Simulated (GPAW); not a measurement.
## STM contrast on MoSi2As4 monolayer

Aim: Tersoff-Hamann images of MoSi2As4 monolayer at several biases.

Method: GPAW, PAW setups; layer in a repeated cell with vacuum, relaxation of atoms and in-plane cell, in the first sound run; inputs show where later runs differ, in GPAW 26.7.0.

## (1) Set-up

The cell holds 7 atoms: 4 As, 2 Si and 1 Mo. Cell: a = 3.630 Å, b = 3.630 Å, c = 24.910 Å, α = 90.0°, β = 90.0°, γ = 120.0°. Vacuum lies along c.

Structure file:

```cif
data_structure
_symmetry_space_group_name_H-M 'P 1'
_symmetry_Int_Tables_number 1
_cell_length_a 3.6300
_cell_length_b 3.6300
_cell_length_c 24.9103
_cell_angle_alpha 90.000
_cell_angle_beta 90.000
_cell_angle_gamma 120.000
_cell_volume 284.26
loop_
_atom_site_label
_atom_site_type_symbol
_atom_site_fract_x
_atom_site_fract_y
_atom_site_fract_z
_atom_site_occupancy
As1 As 0.00000 0.00000 0.32115 1
Si2 Si 0.33333 0.66667 0.35174 1
As3 As 0.33333 0.66667 0.44126 1
Mo4 Mo 0.00000 0.00000 0.50000 1
As5 As 0.33333 0.66667 0.55874 1
Si6 Si 0.33333 0.66667 0.64826 1
As7 As 0.00000 0.00000 0.67885 1
```

## (2) Relaxing the atoms

The atoms are relaxed first, since the surface dipole, and with it the work function, follows the positions of the outer layers.

The input, run.py:

```python
import json
import numpy as np
from ase import Atoms
from ase.filters import FrechetCellFilter
from ase.optimize import BFGS
from gpaw import GPAW, PW

slab = Atoms(
    ['As', 'Si', 'As', 'Mo', 'As', 'Si', 'As'],
    positions=[
        [0.00000, 0.00000, 8.00000],
        [-0.00000, 2.09578, 8.76197],
        [-0.00000, 2.09578, 10.99197],
        [0.00000, 0.00000, 12.45513],
        [-0.00000, 2.09578, 13.91829],
        [-0.00000, 2.09578, 16.14829],
        [0.00000, 0.00000, 16.91026]],
    cell=[[3.63, 0.0, 0.0], [-1.815, 3.14367, 0.0], [0.0, 0.0, 24.9103]],
    pbc=[True, True, True])

slab.calc = GPAW(mode=PW(600), xc='PBE', kpts={'size': (9, 9, 1), 'gamma': True},
                 occupations={'name': 'fermi-dirac', 'width': 0.05}, nbands='200%',
                 convergence={'density': 1e-05}, maxiter=200,
                 symmetry={'tolerance': 1e-3}, txt='slab.txt')
result = {}
# The in-plane cell is free; stress needs a cell that repeats along all three vectors
path = []
opt = BFGS(FrechetCellFilter(slab, mask=[1, 1, 0, 0, 0, 1]), maxstep=0.2)
opt.attach(lambda: path.append((slab.get_potential_energy(), slab.positions.tolist(), slab.get_forces().tolist())))
result['relaxed'] = bool(opt.run(fmax=0.02, steps=45))
result['path'] = path
result['cell'] = slab.cell.tolist()
print('in-plane lattice', slab.cell.cellpar().round(4)[[0, 1, 5]])
energy = slab.get_potential_energy()
fermi = slab.calc.get_fermi_level()
v = slab.calc.get_electrostatic_potential().mean((0, 1)) - fermi
n = slab.calc.get_pseudo_density().mean((0, 1))
L = slab.cell[2, 2]
z = np.arange(len(v)) * L / len(v)
low, high = slab.positions[:, 2].min(), slab.positions[:, 2].max()
below, above = np.interp([low - 5.8, high + 5.8], z, v)
slopes = [np.interp(x, z, np.gradient(v, z)) for x in (low - 5.8, high + 5.8)]
eps = np.array([[slab.calc.get_eigenvalues(k, s) for k in range(len(slab.calc.get_ibz_k_points()))]
                for s in range(slab.calc.get_number_of_spins())]) - fermi
top, bottom = eps[eps < 0].max(), eps[eps > 0].min()
dipole = slab.get_dipole_moment()[2]
print(f'energy {energy:.4f} eV, Fermi level {fermi:.4f} eV, dipole {dipole:.5f} e A')
print(f'potential 5.8 A off the faces, from the Fermi level: lower {below:.4f} eV, upper {above:.4f} eV')
print(f'slope of the potential there: lower {slopes[0]:.5f}, upper {slopes[1]:.5f} eV/A')
print(f'nearest levels on the mesh: {top:.4f} and {bottom:.4f} eV')
print('magnetic moment', round(slab.get_magnetic_moment(), 3))
result.update(energy=energy, fermi=fermi, dipole=dipole, below=below, above=above, slopes=slopes, edges=[top, bottom],
              z=z.tolist(), v=v.tolist(), n=n.tolist(), positions=slab.positions.tolist(),
              forces=slab.get_forces(apply_constraint=False).tolist(), moments=slab.get_magnetic_moments().tolist())
json.dump(result, open('result.json', 'w'))
```

On the command line:

```
> OMP_NUM_THREADS=1 OPENBLAS_NUM_THREADS=1 python run.py
```

Output:

```text
Step          Energy          fmax
BFGS:    0      -39.934114        3.364297
BFGS:    1      -40.350002        2.866184
BFGS:    2      -41.064827        1.311012
BFGS:    3      -41.114588        0.983110
BFGS:    4      -41.311920        0.794960
BFGS:    5      -41.418554        0.601043
BFGS:    6      -41.462808        0.343583
BFGS:    7      -41.473051        0.381743
BFGS:    8      -41.483795        0.383094
BFGS:    9      -41.497191        0.328892
BFGS:   10      -41.510606        0.308135
BFGS:   11      -41.520248        0.265100
BFGS:   12      -41.523942        0.122752
BFGS:   13      -41.524717        0.027195
BFGS:   14      -41.524801        0.006105
in-plane lattice [  3.6106   3.6106 120.    ]
energy -41.5248 eV, Fermi level 1.2683 eV, dipole -0.00099 e A
potential 5.8 A off the faces, from the Fermi level: lower 4.5868 eV, upper 4.5886 eV
slope of the potential there: lower -0.00058, upper -0.00051 eV/A
nearest levels on the mesh: -0.3810 and 0.3761 eV
magnetic moment 0.0
```

The job ended after 24 min (1 thread of Arm Neoverse V2, shared host; peak memory 0.64 GiB).

Numbers from this step:

| Quantity | Value |
| --- | --- |
| dipole along the normal | -9.92e-4 e·Å |
| levels nearest the Fermi level on the mesh | -0.3810, 0.3761 eV from the Fermi level |

The electrostatic potential energy of an electron (without an applied field's), less the Fermi level, planar mean oscillates, so the rows of the table below give means over windows of 1 Å about each position, cut where the curve ends. Its maxima inside the range that stand out by 2 % of the span (Å: eV): 8.1: -9.80, 9.8: 1.62, 11.7: -5.93, 13.2: -5.93, 15.1: 1.63, 16.8: -9.80. Its minima: 7.5: -14.9, 8.6: -11.8, 11.0: -13.5, 12.5: -17.2, 13.9: -13.5, 16.3: -11.8, 17.4: -14.9.

Table of electrostatic potential energy of an electron (without an applied field's), less the Fermi level, planar mean by z; means over each step:

```tsv
z (Å)	electrostatic potential energy of an electron (without an applied field's), less the Fermi level, planar mean (eV)
0	4.59
1	4.59
2	4.59
3	4.59
4	4.58
5	4.52
6	3.59
7	-6.52
8	-11.6
9	-5.94
10	-0.141
11	-10.4
12	-10.8
13	-9.88
14	-10.2
15	0.310
16	-7.00
17	-11.9
18	-5.01
19	3.82
20	4.54
21	4.59
22	4.59
23	4.59
24	4.59
```

The pseudo valence density, planar mean oscillates, so the rows of the table below give means over windows of 1 Å about each position, cut where the curve ends. Its maxima inside the range that stand out by 2 % of the span (Å: e/Å³): 7.1: 0.259, 8.0: 0.399, 10.6: 0.251, 12.5: 1.27, 14.4: 0.251, 17.0: 0.399, 17.8: 0.259. Its minima: 7.4: 0.183, 9.7: 0.130, 10.9: 0.171, 14.0: 0.171, 15.2: 0.130, 17.5: 0.183.

Pseudo valence density, planar mean against z; means over each step:

```tsv
z (Å)	pseudo valence density, planar mean (e/Å³)
3	9.9e-6
4	1.6e-4
5	0.00269
6	0.0432
7	0.208
8	0.325
9	0.179
10	0.170
11	0.255
12	0.729
13	0.657
14	0.243
15	0.161
16	0.191
17	0.320
18	0.200
19	0.0336
20	0.00210
21	1.3e-4
```

The relaxation lowered the energy of the cell by 1.59 eV (energies extrapolated to zero smearing; the optimiser's log prints free energies). The largest force left on a free atom is 0.0061 eV/Å.

## (3) The slab's potential

With the geometry fixed, the planar mean of the potential gives the vacuum level on each side.

This step: GPAW, PAW setups; slab in vacuum (GPAW 26.7.0).

The cell differs from the one that the last finished run ended in (c 24.910 → 26.000 Å).

The input, run.py:

```python
import json
import numpy as np
from ase import Atoms
from ase.dft.stm import STM
from gpaw import GPAW, PW

slab = Atoms(
    ['As', 'Si', 'As', 'Mo', 'As', 'Si', 'As'],
    positions=[
        [-0.00000, 0.00000, 8.00000],
        [0.00000, 2.08460, 9.12704],
        [0.00000, 2.08460, 11.50288],
        [0.00000, 0.00000, 12.99980],
        [0.00000, 2.08460, 14.49672],
        [0.00000, 2.08460, 16.87256],
        [-0.00000, 0.00000, 17.99960]],
    cell=[[3.61064, -0.0, 0.0], [-1.80532, 3.1269, 0.0], [0.0, 0.0, 25.9996]],
    pbc=[True, True, False])

slab.calc = GPAW(mode=PW(400), xc='PBE', kpts={'size': (9, 9, 1), 'gamma': True},
                 occupations={'name': 'fermi-dirac', 'width': 0.05}, nbands='200%',
                 convergence={'density': 1e-05}, maxiter=200,
                 poissonsolver={'dipolelayer': 'xy'},
                 symmetry={'tolerance': 1e-3}, txt='slab.txt')
result = {}
energy = slab.get_potential_energy()
fermi = slab.calc.get_fermi_level()
v = slab.calc.get_electrostatic_potential().mean((0, 1)) - fermi
n = slab.calc.get_pseudo_density().mean((0, 1))
L = slab.cell[2, 2]
z = np.arange(len(v)) * L / len(v)
low, high = slab.positions[:, 2].min(), slab.positions[:, 2].max()
below, above = np.interp([low - 5.8, high + 5.8], z, v)
slopes = [np.interp(x, z, np.gradient(v, z)) for x in (low - 5.8, high + 5.8)]
eps = np.array([[slab.calc.get_eigenvalues(k, s) for k in range(len(slab.calc.get_ibz_k_points()))]
                for s in range(slab.calc.get_number_of_spins())]) - fermi
top, bottom = eps[eps < 0].max(), eps[eps > 0].min()
dipole = slab.get_dipole_moment()[2]
print(f'energy {energy:.4f} eV, Fermi level {fermi:.4f} eV, dipole {dipole:.5f} e A')
print(f'potential 5.8 A off the faces, from the Fermi level: lower {below:.4f} eV, upper {above:.4f} eV')
print(f'slope of the potential there: lower {slopes[0]:.5f}, upper {slopes[1]:.5f} eV/A')
print(f'nearest levels on the mesh: {top:.4f} and {bottom:.4f} eV')
print('magnetic moment', round(slab.get_magnetic_moment(), 3))
result.update(energy=energy, fermi=fermi, dipole=dipole, below=below, above=above, slopes=slopes, edges=[top, bottom],
              z=z.tolist(), v=v.tolist(), n=n.tolist(), positions=slab.positions.tolist(),
              forces=slab.get_forces(apply_constraint=False).tolist(), moments=slab.get_magnetic_moments().tolist())

# Images need the states of the whole zone, up to time reversal
slab.calc = slab.calc.fixed_density(symmetry={'point_group': False}, txt='states.txt', nbands='260%',
                                    convergence={'bands': 'CBM+0.8'})
stm = STM(slab)
result['stm'] = []
for bias in [-0.5, 0.5]:
    height = high + 3.5
    current = stm.get_averaged_current(bias, height)
    x, y, h = stm.scan(bias, current)
    i, f = divmod(height / L * stm.ldos.shape[2], 1)
    I = abs((1 - f) * stm.ldos[:, :, int(i)] + f * stm.ldos[:, :, int(i) + 1])
    print(f'bias {bias} V: mean current at 3.5 A {current:.4e}, corrugation {np.ptp(h):.4f} A')
    result['stm'].append(dict(bias=bias, current=current, h=(h - high).tolist(), I=I.tolist()))
json.dump(result, open('result.json', 'w'))
```

Output:

```text
energy -41.4952 eV, Fermi level 1.0236 eV, dipole -0.00013 e A
potential 5.8 A off the faces, from the Fermi level: lower 4.5873 eV, upper 4.5873 eV
slope of the potential there: lower -0.00005, upper 0.00005 eV/A
nearest levels on the mesh: -0.3810 and 0.3762 eV
magnetic moment 0.0
bias -0.5 V: mean current at 3.5 A 8.3975e-07, corrugation 0.1229 A
bias 0.5 V: mean current at 3.5 A 1.5285e-10, corrugation 25.8374 A
```

Wall time 3.4 min (1 thread); peak memory 0.56 GiB.

Numbers from this step:

```
dipole along the normal                    : -1.35e-4 e·Å
levels nearest the Fermi level on the mesh : -0.3810, 0.3762 eV from the Fermi level
upper work function                        : 4.587 eV
lower work function                        : 4.587 eV
corrugation -0.5                           : 0.1229 Å
upper ionisation energy                    : 4.968 eV
```

The electrostatic potential energy of an electron (without an applied field's), less the Fermi level, planar mean oscillates, so the rows of the table below give means over windows of 1 Å about each position, cut where the curve ends. Its maxima inside the range that stand out by 2 % of the span (Å: eV): 8.7: -9.78, 10.3: 1.61, 12.2: -5.99, 13.8: -5.99, 15.7: 1.61, 17.3: -9.78. Its minima: 8.0: -15.0, 9.1: -11.8, 11.5: -13.4, 13.0: -17.2, 14.5: -13.4, 16.9: -11.8, 18.0: -15.0.

The electrostatic potential energy of an electron (without an applied field's), less the Fermi level, planar mean by z; means over each step:

z (Å), electrostatic potential energy of an electron (without an applied field's), less the Fermi level, planar mean (eV) and a bar from the least value:
```
        0        4.6 ##############################
        1        4.6 ##############################
        2        4.6 ##############################
        3        4.6 ##############################
        4        4.6 ##############################
        5        4.6 ##############################
        6        4.4 ##############################
        7        1.1 ########################
        8      -11.8 ###
        9      -10.3 ######
       10       -0.8 #####################
       11       -5.4 ##############
       12       -8.8 ########
       13      -13.8 
       14       -8.8 ########
       15       -5.4 ##############
       16       -0.8 #####################
       17      -10.3 ######
       18      -11.8 ###
       19        1.1 ########################
       20        4.4 ##############################
       21        4.6 ##############################
       22        4.6 ##############################
       23        4.6 ##############################
       24        4.6 ##############################
       25        4.6 ##############################
```

The pseudo valence density, planar mean oscillates, so the rows of the table below give means over windows of 1 Å about each position, cut where the curve ends. Its maxima inside the range that stand out by 2 % of the span (Å: e/Å³): 7.6: 0.264, 8.4: 0.394, 11.0: 0.252, 13.0: 1.27, 14.9: 0.252, 17.5: 0.394, 18.4: 0.264. Its minima: 8.0: 0.189, 10.2: 0.130, 11.5: 0.171, 14.5: 0.171, 15.8: 0.130, 18.0: 0.189.

Pseudo valence density, planar mean against z; means over each step:

z (Å), pseudo valence density, planar mean (e/Å³) and a bar:
```
        4       0.00 
        5       0.00 
        6       0.01 
        7       0.12 ####
        8       0.26 ########
        9       0.28 #########
       10       0.15 #####
       11       0.20 #######
       12       0.37 ############
       13       0.94 ##############################
       14       0.37 ############
       15       0.20 #######
       16       0.15 #####
       17       0.28 #########
       18       0.26 ########
       19       0.12 ####
       20       0.01 
       21       0.00 
       22       0.00
```

Tip height over the top atom over a1 and a2. Sample bias -0.5 V, constant current at the mean current 3.5 Å over the top atom.

Ten even steps from '_' (3.45 Å) to '@' (3.57 Å):
```
@@@@%%##**==--::::::::--==**##%%@@@@
@@%%##**==--::::..::::--==**##%%@@@@
%%##**==--::::....::::--==**##%%%%%%
****==--::::..__..::::--==****##%%##
++==--::::..____..::::--==++********
----::::..______..::::----==++++++==
::::::..________..::::::--==----==--
..::..............::..::----------::
..::::::::::::::::..::::::::::::::::
..::::::::::::::..::::::......::::::
::------------::::::::..____..::::::
--==========------::..______..::----
++********++====--::..____..::--====
**######****++----::......::----++**
%%%%%%%%##**++----::::::::----++**##
@@@@@@%%%%**++==--::::::--==++**%%%%
@@@@@@%%##**==--::::::::--==**##%%@@
@@@@@@%%**++--::......::--++**%%@@@@
```
Columns: a1 from 0 to 0.944; rows upwards: a2 from 0 to 0.944.

Local density of states summed over the bias window over a1 and a2. Sample bias -0.5 V, constant height 3.5 Å over the top atom.

Ten even steps from '_' (7.63 × 1e-7 arbitrary) to '@' (9.84 × 1e-7 arbitrary):
```
@@@@%%**++--::........::--++**%%@@@@
%%%%**++--::::......::::--++**%%%%@@
##**++--::::........::::--++**##%%%%
++++--::::..______..::::--++++******
==--::::..________..::::--==++++++++
--::::..__________..::::----======--
........________........::--------::
........______..........::::::::::..
......................::::::::::::..
....::::::::::......................
..::::::::::::....::..________..::..
--------------::::::..______..::::::
==++++++++==----::::..____..::::----
++******++++==--::::..__..::::--==++
##%%%%##**++==--::::....::::--==++**
%%@@%%%%**++==--::::..::::--==++**%%
@@@@@@%%**++--::........::--++**%%@@
@@@@%%##++==--..........--==++##%%@@
```
Columns: a1 from 0 to 0.944; rows upwards: a2 from 0 to 0.944.

The layer is gapped, so the Fermi level lies somewhere inside the gap, set by smearing and numerics, and these work functions are no property of the material; the band edges below the vacuum level are. The potential is flat to 5.2e-5 eV/Å where it is read, so the vacuum is wide enough. At 0.5 V the search found no usable constant-current contour near the set height, so the printed corrugation is no image; it is left out.

## (4) A changed run

One more run, with changed settings.

run.py: that of step 3 with these lines changed.

```diff
@@ -3,4 +3,4 @@
 from ase import Atoms
-from ase.dft.stm import STM
 from gpaw import GPAW, PW
+from gpaw.external import ConstantElectricField
 
@@ -21,4 +21,5 @@
                  occupations={'name': 'fermi-dirac', 'width': 0.05}, nbands='200%',
-                 convergence={'density': 1e-05}, maxiter=200,
+                 convergence={'density': 1e-05}, maxiter=100,
                  poissonsolver={'dipolelayer': 'xy'},
+                 external=ConstantElectricField(3.0, [0, 0, 1]),
                  symmetry={'tolerance': 1e-3}, txt='slab.txt')
@@ -46,16 +47,2 @@
               forces=slab.get_forces(apply_constraint=False).tolist(), moments=slab.get_magnetic_moments().tolist())
-
-# Images need the states of the whole zone, up to time reversal
-slab.calc = slab.calc.fixed_density(symmetry={'point_group': False}, txt='states.txt', nbands='260%',
-                                    convergence={'bands': 'CBM+0.8'})
-stm = STM(slab)
-result['stm'] = []
-for bias in [-0.5, 0.5]:
-    height = high + 3.5
-    current = stm.get_averaged_current(bias, height)
-    x, y, h = stm.scan(bias, current)
-    i, f = divmod(height / L * stm.ldos.shape[2], 1)
-    I = abs((1 - f) * stm.ldos[:, :, int(i)] + f * stm.ldos[:, :, int(i) + 1])
-    print(f'bias {bias} V: mean current at 3.5 A {current:.4e}, corrugation {np.ptp(h):.4f} A')
-    result['stm'].append(dict(bias=bias, current=current, h=(h - high).tolist(), I=I.tolist()))
 json.dump(result, open('result.json', 'w'))
```

Output:

```text
energy -45.6755 eV, Fermi level -1.7482 eV, dipole 3.08770 e A
potential 5.8 A off the faces, from the Fermi level: lower 34.7706 eV, upper -12.6158 eV
slope of the potential there: lower -2.05946, upper 0.04763 eV/A
nearest levels on the mesh: -0.1173 and 0.0014 eV
magnetic moment 0.0
```

Run time: 6 min. Hardware: 1 thread; peak memory 0.44 GiB.

The run finished. A setting was moved off its sound value on purpose, so it serves as a test and not as the result.

The fault put into the input: a field far too strong (field = 3.0).

Side by side:

```tsv
quantity	this run	sound run	difference
dipole along the normal (e·Å)	3.0877	-1.345e-4	3.09
```

One result that differs is the dipole along the normal, 3.09 e·Å against -1.3e-4 e·Å.

## (5) Outcome

```json
{"work function, both faces (Fermi level placed in the gap by the smearing)": "4.59 eV", "ionisation energy from the upper face (highest filled level on the mesh)": "4.97 eV", "electron affinity from the upper face (lowest empty Kohn-Sham level on the mesh)": "4.21 eV", "dipole along the normal": "-1.3e-4 e Å, near the numerical noise", "corrugation at -0.5 V": "0.123 Å"}
```

At -0.5 V the tip height varies by 0.12 Å over the cell. Negative sample bias images filled states, positive bias empty ones. The levels nearest the Fermi level on the mesh lie 0.757 eV apart, so the slab is gapped there: the smearing puts the Fermi level inside the gap, and from either face the ionisation energy is the work function plus 0.38 eV. Both are Kohn-Sham levels on the mesh, and semilocal gaps are too small, so the affinity tends to come out too large and the ionisation energy too small. The images are of Tersoff-Hamann type: an s-wave tip, no tip-sample forces, heights closer than in a microscope. Biases count from a Fermi level whose place in the gap is arbitrary, so only their reach past the band edges has a meaning. The layer's cell and atoms come from the relaxation; spin-orbit coupling and temperature are left out.

[Logs are printed without paths, hosts, clocks, repeated set-up lines and the standing remarks that a program may print on its own settings, such as how far it seeks lower states.]

[Hosts, paths, dates, database ids (printed as entryN), source tags and the programs' standing remarks are cut or masked in the printed files.]
